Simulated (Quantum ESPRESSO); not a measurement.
Consider Gd (Fm-3m).

```
Gd
1.0
     0.00000    2.58582    2.58582
     2.58582    0.00000    2.58582
     2.58582    2.58582    0.00000
Gd
1
Direct
  0.00000 0.00000 0.00000
```

Absorber: atom 1, with 12 Gd at 3.66 Å (cuboctahedral, site symmetry m-3m). Method: Quantum ESPRESSO XSpectra, PBEsol, excited-electron core hole (neutral cell), 6-atom cell with 6.3 Å between holes, 4×5×5 k points, dipole transitions, Lorentzian half width 2 eV (not a setting of the program: the run's 0.4 eV curve was folded afterwards with a further Lorentzian), without spin-orbit coupling.

This is not the structure that Gd takes at ambient pressure and room temperature (hexagonal, No. 194); it is a model or a phase of other conditions.

Question: Where do the maxima of the Gd L₃ edge fall?

Main maxima up to 30 eV above the zero (height): 3.1 eV (1.53) and 18.0 eV (0.78). At an L edge the dipole rule selects empty d (and weakly s) states on the absorber, and the strong line at the onset measures the empty part of its d band. 

The Gd L₃ spectrum (energy from the energy zero of the input (xe0, at the border of filled and empty states); intensity scaled to a mean of 1 over the first 20 eV; folded afterwards to Lorentzian half width 2 eV; the points at xe0, where the cut of filled states can leave a spike, are interpolated):

```csv
E (eV),intensity
-2.0,0.45
-1.4,0.58
-0.8,0.74
-0.2,0.93
0.4,1.14
1.0,1.31
1.6,1.43
2.2,1.50
2.8,1.53
3.4,1.53
4.0,1.52
4.6,1.48
5.2,1.40
5.8,1.28
6.4,1.15
7.0,1.05
7.6,0.97
8.2,0.92
8.8,0.89
9.4,0.88
10.0,0.88
10.6,0.88
11.2,0.86
11.8,0.82
12.4,0.77
13.0,0.74
13.6,0.71
14.2,0.70
14.8,0.70
15.4,0.71
16.0,0.73
16.6,0.76
17.2,0.77
17.8,0.78
18.4,0.78
19.0,0.77
19.6,0.75
20.2,0.73
20.8,0.72
21.4,0.72
22.0,0.71
22.6,0.71
23.2,0.71
23.8,0.70
24.4,0.69
25.0,0.68
25.6,0.67
26.2,0.67
26.8,0.67
27.4,0.68
28.0,0.69
28.6,0.70
29.2,0.70
29.8,0.71
30.4,0.71
31.0,0.71
31.6,0.70
```

Only the L₃ part is meant: spin–orbit coupling of the core level isn't computed and the L₂ copy isn't added. The run has no spin polarisation, although Gd can carry a moment. Lanthanide 4f electrons are frozen in the core. The holes are only 6.3 Å apart, so the shape is probably not converged with cell size; no larger cell was run here. The structure is a computed Materials Project entry and may be a hypothetical form.

[Banner, clock and machine lines of the logs are left out without a mark of their own.]

[Logs are printed without paths, hosts, clocks, repeated set-up lines and the standing remarks that a program may print on its own settings, such as how far it seeks lower states.]

[Hosts, paths, dates, database ids (printed as entryN), source tags and the programs' standing remarks are cut or masked in the printed files.]

[Lists of maxima count a maximum above −3 eV only where it reaches 4 % of the highest in the window and stands out from its surroundings by 2 % of it (1.5 % where it reaches 55 %); shoulders and weaker maxima are passed over, and of the rest the first, up to two pre-edge ones and the few strongest are named.]
